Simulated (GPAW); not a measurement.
## STM contrast on a 7-layer slab of Cu(111)

Wanted: filled- and empty-state images of a 7-layer slab of Cu(111), with its work function.

Program: GPAW 26.7.0. Level of theory: GPAW, PAW setups; slab in vacuum, relaxation, in the first sound run; inputs show where later runs differ. Results are calculated unless marked as measured.

**1. The structure**

The cell holds 7 atoms: 7 Cu. Its edges and angles: a = 2.553 Å, b = 2.553 Å, c = 30.505 Å, α = 90.0°, β = 90.0°, γ = 60.0°. Vacuum lies along c.

**2. Relaxing the atoms**

The atoms are relaxed first, since the surface dipole, and with it the work function, follows the positions of the outer layers. The lowest 3 atoms are held at bulk positions and keep their forces.

run.py reads:

```python
import json
import numpy as np
from ase import Atoms
from ase.constraints import FixAtoms
from ase.optimize import BFGS
from gpaw import GPAW, PW

slab = Atoms(
    ['Cu', 'Cu', 'Cu', 'Cu', 'Cu', 'Cu', 'Cu'],
    positions=[
        [0.00000, 0.00000, 9.00000],
        [1.27633, 0.73689, 11.08423],
        [2.55266, 1.47378, 13.16847],
        [0.00000, 0.00000, 15.25270],
        [1.27633, 0.73689, 17.33694],
        [2.55266, 1.47378, 19.42117],
        [0.00000, 0.00000, 21.50541]],
    cell=[[2.55266, 0.0, 0.0], [1.27633, 2.21066, 0.0], [0.0, 0.0, 30.50541]],
    pbc=[True, True, False])

slab.calc = GPAW(mode=PW(400), xc='PBE', kpts={'size': (14, 14, 1), 'gamma': True},
                 occupations={'name': 'fermi-dirac', 'width': 0.1}, nbands='160%',
                 convergence={'density': 1e-05}, maxiter=200,
                 poissonsolver={'dipolelayer': 'xy'},
                 symmetry={'tolerance': 1e-3, 'extra_ids': [1, 1, 1, 0, 0, 0, 0]}, txt='slab.txt')
result = {}
slab.set_constraint(FixAtoms([0, 1, 2]))
path = []
opt = BFGS(slab, maxstep=0.2)
opt.attach(lambda: path.append((slab.get_potential_energy(), slab.positions.tolist(), slab.get_forces().tolist())))
result['relaxed'] = bool(opt.run(fmax=0.03, steps=40))
result['path'] = path
energy = slab.get_potential_energy()
fermi = slab.calc.get_fermi_level()
v = slab.calc.get_electrostatic_potential().mean((0, 1)) - fermi
n = slab.calc.get_pseudo_density().mean((0, 1))
L = slab.cell[2, 2]
z = np.arange(len(v)) * L / len(v)
low, high = slab.positions[:, 2].min(), slab.positions[:, 2].max()
below, above = np.interp([low - 6.8, high + 6.8], z, v)
slopes = [np.interp(x, z, np.gradient(v, z)) for x in (low - 6.8, high + 6.8)]
eps = np.array([[slab.calc.get_eigenvalues(k, s) for k in range(len(slab.calc.get_ibz_k_points()))]
                for s in range(slab.calc.get_number_of_spins())]) - fermi
top, bottom = eps[eps < 0].max(), eps[eps > 0].min()
dipole = slab.get_dipole_moment()[2]
print(f'energy {energy:.4f} eV, Fermi level {fermi:.4f} eV, dipole {dipole:.5f} e A')
print(f'potential 6.8 A off the faces, from the Fermi level: lower {below:.4f} eV, upper {above:.4f} eV')
print(f'slope of the potential there: lower {slopes[0]:.5f}, upper {slopes[1]:.5f} eV/A')
print(f'nearest levels on the mesh: {top:.4f} and {bottom:.4f} eV')
print('magnetic moment', round(slab.get_magnetic_moment(), 3))
result.update(energy=energy, fermi=fermi, dipole=dipole, below=below, above=above, slopes=slopes, edges=[top, bottom],
              z=z.tolist(), v=v.tolist(), n=n.tolist(), positions=slab.positions.tolist(),
              forces=slab.get_forces(apply_constraint=False).tolist(), moments=slab.get_magnetic_moments().tolist())
json.dump(result, open('result.json', 'w'))
```

Launch:

```sh
$ OMP_NUM_THREADS=1 OPENBLAS_NUM_THREADS=1 python run.py
```

The log of the run:

```text
Step          Energy          fmax
BFGS:    0      -23.907217        0.068348
BFGS:    1      -23.907302        0.062027
BFGS:    2      -23.908119        0.051643
BFGS:    3      -23.909202        0.124421
BFGS:    4      -23.909465        0.116917
BFGS:    5      -23.911123        0.051635
BFGS:    6      -23.911241        0.061262
BFGS:    7      -23.911384        0.062440
BFGS:    8      -23.911606        0.048190
BFGS:    9      -23.911772        0.026700
energy -23.8686 eV, Fermi level 1.3860 eV, dipole 0.00070 e A
potential 6.8 A off the faces, from the Fermi level: lower 4.8088 eV, upper 4.8198 eV
slope of the potential there: lower -0.00032, upper 0.00029 eV/A
nearest levels on the mesh: -0.0226 and 0.0385 eV
magnetic moment 0.0
```

The job ended after 16 min (1 thread of Intel Xeon Platinum 8488C (Sapphire Rapids), shared host; peak memory 0.26 GiB).

The steps of the relaxation:

```tsv
step	energy less that of the first step (eV)	largest force (eV/Å)
1	0.0000	0.0683
2	-0.0001	0.0620
3	-0.0009	0.0516
4	-0.0019	0.1244
5	-0.0022	0.1169
6	-0.0036	0.0516
7	-0.0037	0.0613
8	-0.0038	0.0624
9	-0.0040	0.0482
10	-0.0041	0.0267
```

The atoms that moved most (Å):

```tsv
atom	dx	dy	dz	length
Cu7	0.000	0.000	0.101	0.101
Cu6	0.000	0.000	0.082	0.082
Cu5	0.000	0.000	0.054	0.054
Cu4	0.000	0.000	0.026	0.026
```

Final coordinates:

```xyz
7
Lattice="2.5527 0.0000 0.0000 1.2763 2.2107 0.0000 0.0000 0.0000 30.5054" Properties=species:S:1:pos:R:3
Cu    0.0000    0.0000    9.0000
Cu    1.2763    0.7369   11.0842
Cu    2.5527    1.4738   13.1685
Cu    0.0000    0.0000   15.2784
Cu    1.2763    0.7369   17.3912
Cu    2.5527    1.4738   19.5029
Cu    0.0000    0.0000   21.6060
```

This step gave:

| Item | Value |
| --- | --- |
| dipole along the normal | 7.03e-4 e·Å |
| levels nearest the Fermi level on the mesh | -0.02257, 0.03852 eV from the Fermi level |
| upper work function | 4.820 eV |
| lower work function | 4.809 eV |

The electrostatic potential energy of an electron (without an applied field's), less the Fermi level, planar mean oscillates, so the rows of the table below give means over windows of 2.12 Å about each position, cut where the curve ends. Its maxima inside the range that stand out by 2 % of the span (Å: eV): 10.1: -0.0112, 12.1: -0.0379, 14.2: 0.171, 16.3: 0.201, 18.4: 0.203, 20.5: 0.135. Its minima: 9.0: -18.9, 11.1: -19.0, 13.1: -19.0, 15.3: -19.1, 17.4: -19.0, 19.5: -19.1, 21.6: -18.9.

Table of electrostatic potential energy of an electron (without an applied field's), less the Fermi level, planar mean by z; means over each step:

```tsv
z (Å)	electrostatic potential energy of an electron (without an applied field's), less the Fermi level, planar mean (eV)
1.06	4.81
3.18	4.81
5.30	4.80
7.42	2.75
9.54	-7.97
11.66	-8.09
13.78	-7.92
15.90	-7.91
18.02	-7.90
20.14	-7.98
22.26	-5.58
24.38	4.72
26.50	4.82
28.62	4.82
```

The pseudo valence density, planar mean oscillates, so the rows of the table below give means over windows of 2.12 Å about each position, cut where the curve ends. Its maxima inside the range that stand out by 2 % of the span (Å: e/Å³): 8.9: 2.25, 11.0: 2.35, 13.1: 2.41, 15.3: 2.42, 17.4: 2.43, 19.5: 2.43, 21.6: 2.43. Its minima: 10.0: 0.248, 12.1: 0.245, 14.2: 0.235, 16.3: 0.233, 18.4: 0.234, 20.5: 0.234.

Table of pseudo valence density, planar mean by z; means over each step:

z (Å), pseudo valence density, planar mean (e/Å³) and a bar:
```
     3.18       0.00 
     5.30       0.00 
     7.42       0.09 ###
     9.54       0.93 ##############################
    11.66       0.93 ##############################
    13.78       0.92 ##############################
    15.90       0.92 ##############################
    18.02       0.92 ##############################
    20.14       0.93 ##############################
    22.26       0.79 #########################
    24.38       0.00 
    26.50       0.00
```

The relaxation lowered the energy of the cell by 0.00412 eV (energies extrapolated to zero smearing; the optimiser's log prints free energies). The largest force left on a free atom is 0.027 eV/Å.

**3. Plane waves, PBE**

The work function is the vacuum plateau of the electrostatic potential less the Fermi level; a dipole layer lets the two faces have plateaus of their own.

This step: GPAW, PAW setups; slab in vacuum (GPAW 26.7.0).

run.py, as its differences from that of step 2:

```diff
@@ -3,4 +3,3 @@
 from ase import Atoms
-from ase.constraints import FixAtoms
-from ase.optimize import BFGS
+from ase.dft.stm import STM
 from gpaw import GPAW, PW
@@ -13,6 +12,6 @@
         [2.55266, 1.47378, 13.16847],
-        [0.00000, 0.00000, 15.25270],
-        [1.27633, 0.73689, 17.33694],
-        [2.55266, 1.47378, 19.42117],
-        [0.00000, 0.00000, 21.50541]],
+        [-0.00000, -0.00000, 15.27840],
+        [1.27633, 0.73689, 17.39121],
+        [2.55266, 1.47378, 19.50285],
+        [0.00000, 0.00000, 21.60603]],
     cell=[[2.55266, 0.0, 0.0], [1.27633, 2.21066, 0.0], [0.0, 0.0, 30.50541]],
@@ -24,10 +23,4 @@
                  poissonsolver={'dipolelayer': 'xy'},
-                 symmetry={'tolerance': 1e-3, 'extra_ids': [1, 1, 1, 0, 0, 0, 0]}, txt='slab.txt')
+                 symmetry={'tolerance': 1e-3}, txt='slab.txt')
 result = {}
-slab.set_constraint(FixAtoms([0, 1, 2]))
-path = []
-opt = BFGS(slab, maxstep=0.2)
-opt.attach(lambda: path.append((slab.get_potential_energy(), slab.positions.tolist(), slab.get_forces().tolist())))
-result['relaxed'] = bool(opt.run(fmax=0.03, steps=40))
-result['path'] = path
 energy = slab.get_potential_energy()
@@ -53,2 +46,16 @@
               forces=slab.get_forces(apply_constraint=False).tolist(), moments=slab.get_magnetic_moments().tolist())
+
+# Images need the states of the whole zone, up to time reversal
+slab.calc = slab.calc.fixed_density(symmetry={'point_group': False}, txt='states.txt',
+                                    convergence={'bands': 'CBM+2.3'})
+stm = STM(slab)
+result['stm'] = []
+for bias in [-1.5, 2.0]:
+    height = high + 3.5
+    current = stm.get_averaged_current(bias, height)
+    x, y, h = stm.scan(bias, current)
+    i, f = divmod(height / L * stm.ldos.shape[2], 1)
+    I = abs((1 - f) * stm.ldos[:, :, int(i)] + f * stm.ldos[:, :, int(i) + 1])
+    print(f'bias {bias} V: mean current at 3.5 A {current:.4e}, corrugation {np.ptp(h):.4f} A')
+    result['stm'].append(dict(bias=bias, current=current, h=(h - high).tolist(), I=I.tolist()))
 json.dump(result, open('result.json', 'w'))
```

The log of the run:

```text
energy -23.8686 eV, Fermi level 1.3859 eV, dipole 0.00076 e A
potential 6.8 A off the faces, from the Fermi level: lower 4.8091 eV, upper 4.8202 eV
slope of the potential there: lower -0.00036, upper 0.00031 eV/A
nearest levels on the mesh: -0.0226 and 0.0385 eV
magnetic moment 0.0
bias -1.5 V: mean current at 3.5 A 5.4381e-05, corrugation 0.0235 A
bias 2.0 V: mean current at 3.5 A 2.1956e-04, corrugation 0.0168 A
```

It took 6.3 min on 1 thread; peak memory 0.69 GiB.

This step gave:

* dipole along the normal: 7.58e-4 e·Å
* levels nearest the Fermi level on the mesh: -0.02257, 0.03854 eV from the Fermi level
* corrugation -1.5: 0.02355 Å
* corrugation 2: 0.01682 Å

The electrostatic potential energy of an electron (without an applied field's), less the Fermi level, planar mean oscillates, so the rows of the table below give means over windows of 2.12 Å about each position, cut where the curve ends. Its maxima inside the range that stand out by 2 % of the span (Å: eV): 10.1: -0.0111, 12.1: -0.0378, 14.2: 0.171, 16.3: 0.201, 18.4: 0.203, 20.5: 0.135. Its minima: 9.0: -18.9, 11.1: -19.0, 13.1: -19.0, 15.3: -19.1, 17.4: -19.0, 19.5: -19.1, 21.6: -18.9.

The electrostatic potential energy of an electron (without an applied field's), less the Fermi level, planar mean by z; means over each step:

(Unchanged from step 2.)

The pseudo valence density, planar mean oscillates, so the rows of the table below give means over windows of 2.12 Å about each position, cut where the curve ends. Its maxima inside the range that stand out by 2 % of the span (Å: e/Å³): 8.9: 2.25, 11.0: 2.35, 13.1: 2.41, 15.3: 2.42, 17.4: 2.43, 19.5: 2.43, 21.6: 2.43. Its minima: 10.0: 0.248, 12.1: 0.245, 14.2: 0.235, 16.3: 0.233, 18.4: 0.234, 20.5: 0.234.

The pseudo valence density, planar mean by z; means over each step:

```tsv
z (Å)	pseudo valence density, planar mean (e/Å³)
3.18	0
5.30	3.3e-4
7.42	0.0887
9.54	0.929
11.66	0.933
13.78	0.924
15.90	0.923
18.02	0.923
20.14	0.927
22.26	0.786
24.38	0.00354
26.50	1.7e-5
```

Tip height over the top atom over a1 and a2. Sample bias -1.5 V, constant current at the mean current 3.5 Å over the top atom.

Values in Å, 12 rows by 12 columns:
```
3.509 3.509 3.506 3.502 3.502 3.500 3.497 3.497 3.500 3.502 3.502 3.506
3.504 3.505 3.504 3.502 3.503 3.504 3.501 3.498 3.501 3.504 3.503 3.502
3.501 3.502 3.502 3.501 3.502 3.504 3.503 3.496 3.496 3.503 3.504 3.502
3.499 3.500 3.500 3.500 3.499 3.500 3.501 3.496 3.492 3.496 3.501 3.500
3.496 3.499 3.500 3.500 3.499 3.496 3.497 3.498 3.496 3.496 3.498 3.497
3.493 3.496 3.498 3.497 3.498 3.496 3.493 3.497 3.501 3.503 3.501 3.497
3.496 3.496 3.496 3.492 3.492 3.496 3.496 3.496 3.500 3.504 3.504 3.500
3.499 3.499 3.498 3.492 3.487 3.492 3.498 3.499 3.499 3.502 3.503 3.502
3.501 3.500 3.500 3.497 3.492 3.492 3.497 3.500 3.500 3.501 3.502 3.502
3.504 3.502 3.500 3.500 3.498 3.496 3.498 3.500 3.500 3.502 3.504 3.506
3.509 3.505 3.502 3.500 3.499 3.496 3.496 3.499 3.500 3.502 3.505 3.509
3.511 3.509 3.504 3.501 3.499 3.496 3.493 3.496 3.499 3.501 3.504 3.509
```
Columns: a1 from 0 to 0.917; rows upwards: a2 from 0 to 0.917.

Local density of states summed over the bias window over a1 and a2. Sample bias -1.5 V, constant height 3.5 Å over the top atom.

Ten even steps from '_' (5.28 × 1e-5 arbitrary) to '@' (5.59 × 1e-5 arbitrary):
```
@@@@##++++++----++++++##
**##**++****++==++****++
++++++++++****----****++
==++++++==++++--..--++++
--==++++==----==----==--
::--==--==--::--++**++--
------....------++****++
======..__..======++**++
++++++--....--++++++++++
**++++++==--==++++++**##
@@##++++==----==++++##@@
@@@@**++==--::--==++**@@
```
Columns: a1 from 0 to 0.917; rows upwards: a2 from 0 to 0.917.

Tip height over the top atom over a1 and a2. Sample bias 2 V, constant current at the mean current 3.5 Å over the top atom.

Ten even steps from '_' (3.493 Å) to '@' (3.509 Å):
```
%%%%**++====----====++**
******++++++------++++++
--++++--==++--::::--++==
----==----==--::..::--==
--========------::::----
==----------==----------
------....------==++++==
--==--..__..--==--==++==
----==--....--==----++++
**++====------====++****
%%**++--==----==--++**%%
@@%%**------==------**%%
```
Columns: a1 from 0 to 0.917; rows upwards: a2 from 0 to 0.917.

Local density of states summed over the bias window over a1 and a2. Sample bias 2 V, constant height 3.5 Å over the top atom.

Ten even steps from '_' (2.16 × 1e-4 arbitrary) to '@' (2.24 × 1e-4 arbitrary):
```
%%%%**======----======**
++**++======------======
--====--====--::::--====
----==----==--::..::--==
--========------::::----
==----------==----------
----::....::----========
--==--..__..--==--======
----==--....--==----====
++======--::--======++**
%%**==--==----==--==**%%
@@%%++------==------++%%
```
Columns: a1 from 0 to 0.917; rows upwards: a2 from 0 to 0.917.

Force by atom:

```tsv
atom	x (eV/Å)	y (eV/Å)	z (eV/Å)	size
Cu1	0.0000	0.0000	-0.0672	0.0672
Cu2	0.0000	0.0000	-0.0138	0.0138
Cu3	0.0000	0.0000	0.0709	0.0709
Cu4	0.0000	0.0000	0.0154	0.0154
Cu5	0.0000	0.0000	0.0268	0.0268
Cu6	0.0000	0.0000	-0.0238	0.0238
Cu7	0.0000	0.0000	-0.0051	0.0051
```

The potential is flat to 3.6e-4 eV/Å where it is read, so the vacuum is wide enough.

**4. Results**

```yaml
work_function_upper_and_lower_face: 4.820 and 4.809 eV
dipole_along_the_normal: 7.6e-4 e Å, near the numerical noise
corrugation_at_minus_1p5_v: 0.0235 Å as printed, 0.015 Å or less without short-wave noise
corrugation_at_2_v: 0.0168 Å as printed, 0.0083 Å or less without short-wave noise
```

In words: At -1.5 V and 2 V GPAW's map carries short-wave noise, which can't be real at this height: without waves under 1.5 Å it spans 0.015 Å against 0.024 Å printed and 0.0083 Å against 0.017 Å printed. The reading below uses the filtered value, which may still be too high. In GPAW's constant-current maps the tip height varies by under 0.05 Å at every bias shown (0.015 Å at most), which is near the numerical ripple of the maps: an s-wave tip would see an almost flat surface. Negative sample bias images filled states, positive bias empty ones. The measured value for this face is 4.9 eV (as compiled in "Anisotropic work function of elemental crystals", 2019, arxiv:1902.07811); the relaxed upper face lies 0.080 eV under it with PBE. Measured work functions scatter by a tenth of an eV or more between methods. The images are of Tersoff-Hamann type: an s-wave tip, no tip-sample forces, heights closer than in a microscope. The small printed dipole stands for a step of -24 meV from the lower to the upper face, and the probes find 11 meV; values this small are near the numerical noise of both. The in-plane lattice was kept as typed, which isn't the functional's own and leaves some strain; spin-orbit coupling and temperature are left out.

[Logs are printed without paths, hosts, clocks, repeated set-up lines and the standing remarks that a program may print on its own settings, such as how far it seeks lower states.]

[Hosts, paths, dates, database ids (printed as entryN), source tags and the programs' standing remarks are cut or masked in the printed files.]
